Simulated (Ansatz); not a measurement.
**How many bands does the GW gap of SiO2 (P4_32_12) need?**

Aim: see how the G0W0 gap of SiO2 (P4_32_12) on LDA moves with empty bands and screening cutoff, and what each rung costs.

Program: Ansatz 0.2.0. Level of theory: G0W0 on LDA, plane waves, PAW; PAW set soft_1. Results are calculated unless marked as measured.

### Step 1. Set-up

The structure is tetragonal, space group P4_32_12 (No. 96). Conventional cell: a = 4.933 Å, b = 4.933 Å, c = 6.465 Å, α = 90.00°, β = 90.00°, γ = 90.00°. Nearest to Si lie 4 O at 1.62 Å. Nearest to O lie 2 Si at 1.62 Å. Farther neighbours and most contacts between anions are not listed.

The cell and positions come from the Crystallography Open Database and are kept as given unless a step says otherwise.

### Step 2. 141 empty bands, screening to 54 eV

Now the one-shot GW correction: screening in the RPA, then the self-energy of the levels asked for. This step takes PAW set soft_1 files.

Input file input.yaml:

```yaml
crystal:
  lattice:
    - [4.9329, 0.0, 0.0]
    - [0.0, 4.9329, 0.0]
    - [0.0, 0.0, 6.4645]
  atoms:
    - { symbol: Si, position: [0.817705, 0.817705, 0.5] }
    - { symbol: Si, position: [0.682295, 0.317705, 0.25] }
    - { symbol: Si, position: [0.182295, 0.182295, 0.0] }
    - { symbol: Si, position: [0.317705, 0.682295, 0.75] }
    - { symbol: O, position: [0.26834, 0.36457, 0.80193] }
    - { symbol: O, position: [0.13543, 0.76834, 0.55193] }
    - { symbol: O, position: [0.73166, 0.63543, 0.30193] }
    - { symbol: O, position: [0.86457, 0.23166, 0.05193] }
    - { symbol: O, position: [0.76834, 0.13543, 0.44807] }
    - { symbol: O, position: [0.63543, 0.73166, 0.69807] }
    - { symbol: O, position: [0.23166, 0.86457, 0.94807] }
    - { symbol: O, position: [0.36457, 0.26834, 0.19807] }
kpoints:
  mp_grid: { grid: [4, 4, 2] }
hamiltonian:
  xc: lda
  pseudopotentials: { kind: paw, azcp: { folder: soft_1 }, xc_functional: pbe }
scf:
  occupations: { method: fixed }
gw:
  n_empty_bands: 141
  ecut_chi: 54
  qp_bands: [v4, c4]
  qp_kpoints: band_edges
  screening: { model: contour_deformation }
```

Command:

```sh
> ansatz run input.yaml --threads 3 --pin off --max-ram 92160MiB --backend cuda --events-out ev --progress --plain --runs-dir out --devices 1 --max-vram 13GiB
```

Numbers of over 12 decimals in the logs are rounded to 6 here.

What it wrote:

```text
GPUs: using 1 of 1 available (devices: 1).
Engine: ansatz 0.2.0, x86_64-unknown-linux-gnu
Pseudopotentials: kind: paw
Pseudopotential: Si, paw, valence charge 4, recommended cutoff 420 eV (normal), soft_1/Si.paw.azcp
Pseudopotential: O, paw, valence charge 6, recommended cutoff 420 eV (normal), soft_1/O.paw.azcp
Functional definition: SPW92
  exchange = slater_x
  correlation = pw_c
device memory: the entry about to start is reckoned to put 2.3 GiB on a device that reports 57.6 GiB free (of which the cap on the GPU budget leaves the run 13.0 GiB)
GPU FFT provider: cuFFT
GPU libraries: cuBLAS 13.8.2, cuFFT 12.4.0, cuSOLVER 12.3.4
Crystal: 12 atoms, lattice volume = 157.304 Å³
Basis set: ecut = 420 eV, 3097 PW (Γ)
Bands: 44, of which v1, the nominal top of the filled ones, is band 32 counted from 1 (31 counted from 0)
Symmetry: 8 space group operations
Space group: P43212 (ITA 96), of the structure as read, at distance tolerance 5.4e-5 Å
k-points: 12 of 32
Non-local potential: Si, projectors of the file, l = 0: 2, l = 1: 2, l = 2: 1
Non-local potential: O, projectors of the file, l = 0: 2, l = 1: 2, l = 2: 1
PAW form: soft (Blöchl's): semilocal exchange-correlation on the pseudo side does not see the compensation charge
PAW frozen core: Si, regenerated for the run's functional, and the local potential with it (the file was generated under x = pbe(κ = 0.804, μ = 0.219515), c = pbe(β = 0.066725))
PAW frozen core: O, regenerated for the run's functional, and the local potential with it (the file was generated under x = pbe(κ = 0.804, μ = 0.219515), c = pbe(β = 0.066725))
PAW one-centre angular grid: Si, 110 points (default); XC on 64 Gauss nodes
PAW one-centre angular grid: O, 110 points (default); XC on 64 Gauss nodes
Initial density: superposition of atomic densities (chi_scale 0.1, normalization cell, long waves kept (reshape's long-wave potential 0.01 eV rms))
Initial wavefunctions: pseudopotential atomic-orbital guess
GPU buffer pool allocated for 58320 grid points (all kernels)
GPU transforms: local potential and band sums: pruned to the plane-wave sphere, on 36×36×45
Functional: x = slater, c = lda
SCF iter   1: F=—  HF=-6896.770291 eV  |F-HF|=—  |Δ(HF+E_count)|=         —  Δρ=1.21e-1  dr2=2.05e1  ethr=3.10e-3  ⟨swp⟩=4.6  Hψ=2141  notcnv=0  defer=106
preconditioner: auto → Resta (q_TF=auto, 2.349 Å⁻¹)  ε∞=2.8  [insulator: Δε(μ)=6.942 eV  Ē_g=17.744 eV  n_scr=36 (ndim 8)  ℏωp=23.7 eV  f_vac=0.038  ε∞_Penn≈2.8]
SCF iter   2: F=—  HF=-6891.007446 eV  |F-HF|=—  |Δ(HF+E_count)|=    5.76e0  Δρ=4.23e-2  dr2=1.15e0  ethr=3.10e-3  ⟨swp⟩=3.5  Hψ=1258  notcnv=0  defer=105
SCF iter   3: F=—  HF=-6890.757626 eV  |F-HF|=—  |Δ(HF+E_count)|=   2.50e-1  Δρ=2.00e-2  dr2=3.57e-1  ethr=1.80e-3  ⟨swp⟩=2.0  Hψ=489  notcnv=0  defer=114
SCF iter   4: F=—  HF=-6890.678483 eV  |F-HF|=—  |Δ(HF+E_count)|=   7.91e-2  Δρ=1.41e-3  dr2=2.16e-3  ethr=5.59e-4  ⟨swp⟩=3.2  Hψ=859  notcnv=0  defer=116
SCF iter   5: F=—  HF=-6890.679903 eV  |F-HF|=—  |Δ(HF+E_count)|=   1.42e-3  Δρ=1.96e-4  dr2=1.14e-4  ethr=3.37e-6  ⟨swp⟩=2.2  Hψ=803  notcnv=0  defer=116
SCF iter   6: F=—  HF=-6890.679918 eV  |F-HF|=—  |Δ(HF+E_count)|=   1.54e-5  Δρ=5.52e-5  dr2=7.45e-6  ethr=1.78e-7  ⟨swp⟩=2.9  Hψ=827  notcnv=0  defer=116
SCF iter   7: F=—  HF=-6890.679919 eV  |F-HF|=—  |Δ(HF+E_count)|=   1.04e-6  Δρ=8.07e-6  dr2=1.61e-7  ethr=1.16e-8  ⟨swp⟩=2.2  Hψ=854  notcnv=0  defer=108
SCF iter   8: F=-6890.679919 eV  HF=-6890.679919 eV  |F-HF|=2.53e-9  |Δ(HF+E_count)|=   5.65e-8  Δρ=1.79e-6  dr2=4.60e-9  ethr=1.56e-10  ⟨swp⟩=13.3  Hψ=2577  notcnv=0
SCF 1 converged in 8 iterations: F = -6890.679919 eV  dr2 = 4.60e-9
  greatest PAW one-centre occupation: 0.855 electrons in one spin orbital (limit 2), on the O atom at site 11 (counted from 0), in its partial waves of l = 0
device memory: the entry about to start is reckoned to put 2.9 GiB (of the 3.0 GiB reckoned in all, the device holds 0.1 GiB already) on a device that reports 58.1 GiB free (of which the cap on the GPU budget leaves the run 13.0 GiB)
NSCF: frozen V_eff on 12 k-points
the band table was solved once the SCF had ended and its energy, with any forces and stress, was formed, with the checks that follow a solve (2335 applications of the Hamiltonian). They found nothing against the state; the energy, forces and stress were not computed again (output.eigenvalues in the input reference)
device memory: the entry about to start is reckoned to put 4.4 GiB on a device that reports 58.2 GiB free (of which the cap on the GPU budget leaves the run 13.0 GiB)
NSCF: frozen V_eff on 12 k-points
G₀W₀ screening: q 1/12
[... further progress lines ...]
SCF converged after 8 iterations
Free energy (F): -6890.679919 eV
Harris-Foulkes:  -6890.679919 eV  (|F-HF|=2.53e-9)
Internal energy: -6890.679919 eV  (E = F + TS)
E sigma→0 (E₀):  -6890.679919 eV
Fermi energy:    1.864915 eV
--- Per-component energies (eV) ---
  E_band       = -319.506535
  E_kinetic    = 1543.702937
  E_local      = -4055.782201  (includes V_loc(G=0)·N_el)
  E_nonlocal   = 527.814358
  E_hartree    = 1480.253700
  E_xc         = -789.861394
  E_vxc        = -920.189812  (∫ρ·V_xc dr)
  E_paw        = -3163.614322  (= ΣΔE_a)
  E_vpaw       = -375.567467  (= ΣTr[D̂ρ^β])
  E_aug_tail   = 0.006853  (compensation charges beyond the density's cutoff)
  E_ewald      = -2434.312545
  E_core_change = 1.112695  (= ΣΔE_core)
  E_smearing   = -0.000000  (= −TS)
  E_closure    = 0.000000  (closes the sum)
  Σ components = -6890.679919   (vs F -6890.679919, Δ=0.00e0)
--- Band table (eV; the first three rows and the last of 12) ---
  k-point 0: bands = [... 28 lower, 1.0212, 1.3943, 1.3943, 1.8649, 7.3450, 10.3793, 10.3793, 11.0016, ... 8 higher]
  k-point 1: bands = [... 28 lower, 1.1362, 1.1362, 1.4453, 1.4453, 8.7514, 8.7514, 10.7765, 10.7765, ... 8 higher]
  k-point 2: bands = [... 28 lower, 0.9199, 1.3051, 1.3273, 1.6950, 8.0317, 10.5255, 10.5266, 10.7721, ... 8 higher]
  k-point 11: bands = [... 28 lower, 1.3601, 1.3601, 1.3601, 1.3601, 10.6760, 10.6760, 10.6760, 10.6760, ... 8 higher]
--- G₀W₀: contour deformation, 5 samples at zero and on the imaginary axis and 2 off it, 32 q-points, 141 empty bands' worth ---
  eigenvalues of the whole cell's RPA ε∞ on this k-mesh (on a slab, of 1 + 4πα/V) = 2.3450, 2.4094, 2.4094; static W/v taken at q = 0 is 0.420636
  bands read: the sum over 173 bands ends inside a degenerate multiplet in 9 slots, whose members it reads at an even weight; the widest, k=11: bands 173 to 176 (counted from 1) at 1/4 each
  gw.qp_kpoints: band_edges: 11 of 12 stored k-points solved, in 1 pass; an edge of the gap read off the rows below is read off those points alone
    valence top: of the k-points left out ik 8 came nearest to being solved in a further pass, in band 32 (counted from 1, as in the quasiparticle table): it holds the edge there only if its correction is more favourable than any solved in that band by at least 0.522 eV; those differ by 0.077 eV
    conduction bottom: of the k-points left out ik 8 came nearest to being solved in a further pass, in band 33 (counted from 1, as in the quasiparticle table): it holds the edge there only if its correction is more favourable than any solved in that band by at least 2.448 eV; those differ by 0.655 eV
    ik  band        ε_KS         Σx   Σc(E_QP)       V_xc       Z   E_QP_lin       E_QP  E_QP is
     0    29      1.0212   -26.4456     4.5284   -20.5834  0.8110    -0.3283    -0.3126  root
     0    30      1.3943   -26.7510     4.5431   -20.9059  0.8111     0.0776     0.0923  root
     0    31      1.3943   -26.7510     4.5431   -20.9059  0.8111     0.0776     0.0923  root
     0    32      1.8649   -26.7181     4.4849   -20.9828  0.8129     0.6013     0.6145  root
     0    33      7.3450    -7.8905    -3.3824   -12.8979  0.8688     8.9847     8.9700  root
     0    34     10.3793    -6.3174    -3.7688   -12.2218  0.8604    12.5459    12.5147  root
     0    35     10.3793    -6.3174    -3.7688   -12.2218  0.8604    12.5459    12.5147  root
     0    36     11.0016    -6.0269    -3.7664   -12.0065  0.8613    13.2484    13.2147  root
     1    29      1.1362   -26.3311     4.5239   -20.4612  0.8109    -0.2258    -0.2098  root
     1    30      1.1362   -26.3311     4.5239   -20.4612  0.8109    -0.2258    -0.2098  root
     1    31      1.4453   -26.3183     4.5062   -20.4921  0.8114     0.1101     0.1253  root
     1    32      1.4453   -26.3183     4.5062   -20.4921  0.8114     0.1101     0.1253  root
     1    33      8.7514    -8.8963    -3.3988   -14.1958  0.8601    10.6743    10.6520  root
     1    34      8.7514    -8.8963    -3.3988   -14.1958  0.8601    10.6743    10.6520  root
     1    35     10.7765    -5.9516    -3.7952   -11.9298  0.8604    12.9922    12.9595  root
     1    36     10.7765    -5.9516    -3.7952   -11.9298  0.8604    12.9922    12.9595  root
     2    29      0.9199   -26.2731     4.5414   -20.3616  0.8100    -0.4671    -0.4502  root
     2    30      1.3051   -26.6494     4.5425   -20.7991  0.8109    -0.0176    -0.0026  root
     2    31      1.3273   -26.6342     4.5404   -20.7793  0.8110    -0.0024     0.0127  root
     2    32      1.6950   -26.4881     4.4721   -20.7381  0.8125     0.4032     0.4171  root
     2    33      8.0317    -8.2896    -3.3628   -13.3909  0.8650     9.7878     9.7701  root
     2    34     10.5255    -6.4987    -3.6963   -12.3106  0.8598    12.6719    12.6411  root
     2    35     10.5266    -6.4290    -3.7484   -12.3215  0.8594    12.7024    12.6706  root
     2    36     10.7721    -7.7760    -3.8000   -13.8838  0.8565    13.1171    13.0799  root
[...]
11    29      1.3601   -26.4664     4.5088   -20.6572  0.8110     0.0450     0.0598  root
    11    30      1.3601   -26.4664     4.5088   -20.6572  0.8110     0.0450     0.0598  root
    11    31      1.3601   -26.4664     4.5088   -20.6572  0.8110     0.0450     0.0598  root
    11    32      1.3601   -26.4664     4.5088   -20.6572  0.8110     0.0450     0.0598  root
    11    33     10.6760    -8.3046    -3.7072   -14.2336  0.8527    12.9340    12.8978  root
    11    34     10.6760    -8.3046    -3.7072   -14.2336  0.8527    12.9340    12.8978  root
    11    35     10.6760    -8.3046    -3.7072   -14.2336  0.8527    12.9340    12.8978  root
    11    36     10.6760    -8.3046    -3.7072   -14.2336  0.8527    12.9340    12.8978  root
```

Run time: 11 s. Hardware: 1 × NVIDIA H100 80GB HBM3 (shared by 6 runs) with 3 threads of AMD EPYC 7R13 (Zen 3), shared host; peak memory 1.2 GiB; 18 s of CPU time.

Reading the cycles: dr2 is the Hartree energy of the density residual (eV), the measure of convergence; HF is the Harris–Foulkes estimate of the energy, which meets the free energy F at convergence.

Numbers from this step:

* bands summed: 173
* RPA ε∞ on this mesh (eigenvalues): 2.345, 2.409, 2.409
* plane waves in the screening matrix: 135
* q-points in the mesh: 32
* G0W0 gap on the mesh: 8.355 eV
* k of the valence top: 0, 0, 0
* k of the conduction bottom: 0, 0, 0
* starting gap on the mesh: 5.480 eV
* Z at the valence top: 0.8129
* Z at the conduction bottom: 0.8688
* least direct G0W0 gap on the computed points: 8.355 eV

The gap on the mesh goes from 5.48 eV to 8.36 eV, a correction of +2.88 eV. Between the two edge states, bare exchange in place of the xc potential would open the gap by 10.74 eV, and correlation takes back 7.87 eV.

### Step 3. 400 empty bands, screening to 108 eV

Bands and screening cutoff are moved together, since each hides the error of the other.

input.yaml, as its differences from that of step 2:

```diff
@@ -26,4 +26,4 @@
 gw:
-  n_empty_bands: 141
-  ecut_chi: 54
+  n_empty_bands: 400
+  ecut_chi: 108
   qp_bands: [v4, c4]
```

What it wrote:

```text
GPUs: using 1 of 1 available (devices: 1).
[...]
GPU FFT provider: cuFFT
GPU libraries: cuBLAS 13.8.2, cuFFT 12.4.0, cuSOLVER 12.3.4
Crystal: 12 atoms, lattice volume = 157.304 Å³
Basis set: ecut = 420 eV, 3097 PW (Γ)
Bands: 44, of which v1, the nominal top of the filled ones, is band 32 counted from 1 (31 counted from 0)
Symmetry: 8 space group operations
[...]
k-points: 12 of 32
[...]
GPU buffer pool allocated for 58320 grid points (all kernels)
[...]
SCF iter   1: F=—  HF=-6896.770291 eV  |F-HF|=—  |Δ(HF+E_count)|=         —  Δρ=1.21e-1  dr2=2.05e1  ethr=3.10e-3  ⟨swp⟩=4.6  Hψ=2141  notcnv=0  defer=106
[...]
SCF iter   8: F=-6890.679919 eV  HF=-6890.679919 eV  |F-HF|=2.53e-9  |Δ(HF+E_count)|=   5.65e-8  Δρ=1.79e-6  dr2=4.60e-9  ethr=1.56e-10  ⟨swp⟩=13.3  Hψ=2577  notcnv=0
SCF 1 converged in 8 iterations: F = -6890.679919 eV  dr2 = 4.60e-9
[...]
NSCF: frozen V_eff on 12 k-points
[...]
G₀W₀ screening: q 1/12
[... further progress lines ...]
SCF converged after 8 iterations
Free energy (F): -6890.679919 eV
[...]
Internal energy: -6890.679919 eV  (E = F + TS)
E sigma→0 (E₀):  -6890.679919 eV
Fermi energy:    1.864915 eV
[...]
--- Band table (eV; the first three rows and the last of 12) ---
  k-point 0: bands = [... 28 lower, 1.0212, 1.3943, 1.3943, 1.8649, 7.3450, 10.3793, 10.3793, 11.0016, ... 8 higher]
  k-point 1: bands = [... 28 lower, 1.1362, 1.1362, 1.4453, 1.4453, 8.7514, 8.7514, 10.7765, 10.7765, ... 8 higher]
  k-point 2: bands = [... 28 lower, 0.9199, 1.3051, 1.3273, 1.6950, 8.0317, 10.5255, 10.5266, 10.7721, ... 8 higher]
  k-point 11: bands = [... 28 lower, 1.3601, 1.3601, 1.3601, 1.3601, 10.6760, 10.6760, 10.6760, 10.6760, ... 8 higher]
[...]
0    29      1.0212   -26.4456     4.3084   -20.5834  0.8030    -0.5537    -0.5327  root
     0    30      1.3943   -26.7510     4.3279   -20.9059  0.8027    -0.1426    -0.1229  root
     0    31      1.3943   -26.7510     4.3279   -20.9059  0.8027    -0.1426    -0.1229  root
     0    32      1.8649   -26.7181     4.2683   -20.9828  0.8039     0.3801     0.3979  root
     0    33      7.3450    -7.8905    -3.4585   -12.8979  0.8640     8.9066     8.8938  root
     0    34     10.3793    -6.3174    -4.0285   -12.2218  0.8568    12.2784    12.2551  root
     0    35     10.3793    -6.3174    -4.0285   -12.2218  0.8568    12.2784    12.2551  root
     0    36     11.0016    -6.0269    -4.0452   -12.0065  0.8578    12.9611    12.9360  root
[...]
11    33     10.6760    -8.3046    -3.9358   -14.2336  0.8474    12.6973    12.6692  root
    11    34     10.6760    -8.3046    -3.9358   -14.2336  0.8474    12.6973    12.6692  root
    11    35     10.6760    -8.3046    -3.9358   -14.2336  0.8474    12.6973    12.6692  root
    11    36     10.6760    -8.3046    -3.9358   -14.2336  0.8474    12.6973    12.6692  root
```

It took 24 s on 1 × NVIDIA H100 80GB HBM3 (shared by 6 runs) with 3 threads; peak memory 1.7 GiB.

Numbers from this step:

```
bands summed                                 : 432
RPA ε∞ on this mesh (eigenvalues)            : 2.335, 2.402, 2.402
plane waves in the screening matrix          : 387
q-points in the mesh                         : 32
G0W0 gap on the mesh                         : 8.496 eV
k of the valence top                         : 0, 0, 0
k of the conduction bottom                   : 0, 0, 0
starting gap on the mesh                     : 5.480 eV
Z at the valence top                         : 0.8039
Z at the conduction bottom                   : 0.8640
least direct G0W0 gap on the computed points : 8.496 eV
```

Against the run with 4×4×2 mesh, 141 empty bands, screening to 54 eV, PAW set soft_1 files, the gap moves by +0.14 eV.

### Step 4. 862 empty bands, screening to 180 eV

input.yaml, as its differences from that of step 3:

```diff
@@ -26,4 +26,4 @@
 gw:
-  n_empty_bands: 400
-  ecut_chi: 108
+  n_empty_bands: 862
+  ecut_chi: 180.0
   qp_bands: [v4, c4]
```

What it wrote:

```text
GPUs: using 1 of 1 available (devices: 1).
[...]
GPU FFT provider: cuFFT
GPU libraries: cuBLAS 13.8.2, cuFFT 12.4.0, cuSOLVER 12.3.4
Crystal: 12 atoms, lattice volume = 157.304 Å³
Basis set: ecut = 420 eV, 3097 PW (Γ)
Bands: 44, of which v1, the nominal top of the filled ones, is band 32 counted from 1 (31 counted from 0)
Symmetry: 8 space group operations
[...]
k-points: 12 of 32
[...]
0    36     11.0016    -6.0269    -4.1448   -12.0065  0.8576    12.8585    12.8363  root
[...]
11    33     10.6760    -8.3046    -4.0560   -14.2336  0.8460    12.5732    12.5491  root
    11    34     10.6760    -8.3046    -4.0560   -14.2336  0.8460    12.5732    12.5491  root
    11    35     10.6760    -8.3046    -4.0560   -14.2336  0.8460    12.5732    12.5491  root
    11    36     10.6760    -8.3046    -4.0560   -14.2336  0.8460    12.5732    12.5491  root
[key lines of the parts left out:]
SCF converged after 8 iterations
Free energy (F): -6890.679919 eV
Fermi energy:    1.864915 eV
```

The job ended after 75 s (1 × NVIDIA H100 80GB HBM3 (shared by 6 runs) with 3 threads; peak memory 3.2 GiB).

Numbers from this step:

| Property | Result |
| --- | --- |
| bands summed | 894 |
| RPA ε∞ on this mesh (eigenvalues) | 2.321, 2.383, 2.383 |
| plane waves in the screening matrix | 855 |
| G0W0 gap on the mesh | 8.687 eV |
| k of the valence top | 0, 0, 0 |
| k of the conduction bottom | 0, 0, 0 |
| starting gap on the mesh | 5.480 eV |
| least direct G0W0 gap on the computed points | 8.687 eV |

Against the run with 4×4×2 mesh, 400 empty bands, screening to 108 eV, PAW set soft_1 files, the gap moves by +0.19 eV.

(Part 1 of 2 ends here.)

[Paths, hosts, dates, memory and timing lines, banners, echoed tables and standing remarks are left out of the program output.]

[Logs are printed without paths, hosts, clocks, repeated set-up lines and the standing remarks that a program may print on its own settings, such as how far it seeks lower states.]

[Runs of the session that timed out or met a known fault of the program may be left out.]

[Cells called generated may have been cut or substituted from an entry of the Crystallography Open Database or the Materials Project.]

[Hosts, paths, dates, database ids (printed as entryN), source tags and the programs' standing remarks are cut or masked in the printed files.]
